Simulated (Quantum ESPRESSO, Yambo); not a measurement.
Planning a run of Quantum ESPRESSO 7.5 on BiOCl (P4/nmm). The input:

```
&control
  calculation = 'scf'
  prefix = 'x'
  outdir = 'o'
  pseudo_dir = 'pseudo'
/
&system
  ibrav = 0
  nat = 6
  ntyp = 3
  ecutwfc = 76.0
  nbnd = 43
  force_symmorphic = .true.
/
&electrons
  conv_thr = 1e-10
  electron_maxstep = 80
  mixing_beta = 0.5
/
ATOMIC_SPECIES
  Bi 208.98 Bi.upf
  Cl 35.45 Cl.upf
  O 15.999 O.upf
CELL_PARAMETERS angstrom
  3.8855100000 0.0000000000 0.0000000000
  0.0000000000 3.8855100000 0.0000000000
  0.0000000000 0.0000000000 7.3489000000
ATOMIC_POSITIONS crystal
  Bi 0.5000000000 0.0000000000 0.3290400000
  Bi 0.0000000000 0.5000000000 0.6709600000
  Cl 0.0000000000 0.5000000000 0.1472000000
  Cl 0.5000000000 0.0000000000 0.8528000000
  O 0.0000000000 0.0000000000 0.5000000000
  O 0.5000000000 0.5000000000 0.5000000000
K_POINTS automatic
  6 6 4 0 0 0
```

```sh
OMP_NUM_THREADS=1 mpirun -n 4 pw.x -nk 4 -in pw.in > pw.out
```

Q: How long will it take on 4 MPI ranks of Arm Neoverse V2, shared host, and how much memory?

It took 56 s; on shared hardware allow 28 s to 1.9 min. Peak host memory was 0.61 GiB.

[Paths, hosts, dates, memory and timing lines, banners, echoed tables and standing remarks are left out of the program output.]

[Logs are printed without paths, hosts, clocks, repeated set-up lines and the standing remarks that a program may print on its own settings, such as how far it seeks lower states.]

[Runs of the session that timed out or met a known fault of the program may be left out.]

[Hosts, paths, dates, database ids (printed as entryN), source tags and the programs' standing remarks are cut or masked in the printed files.]
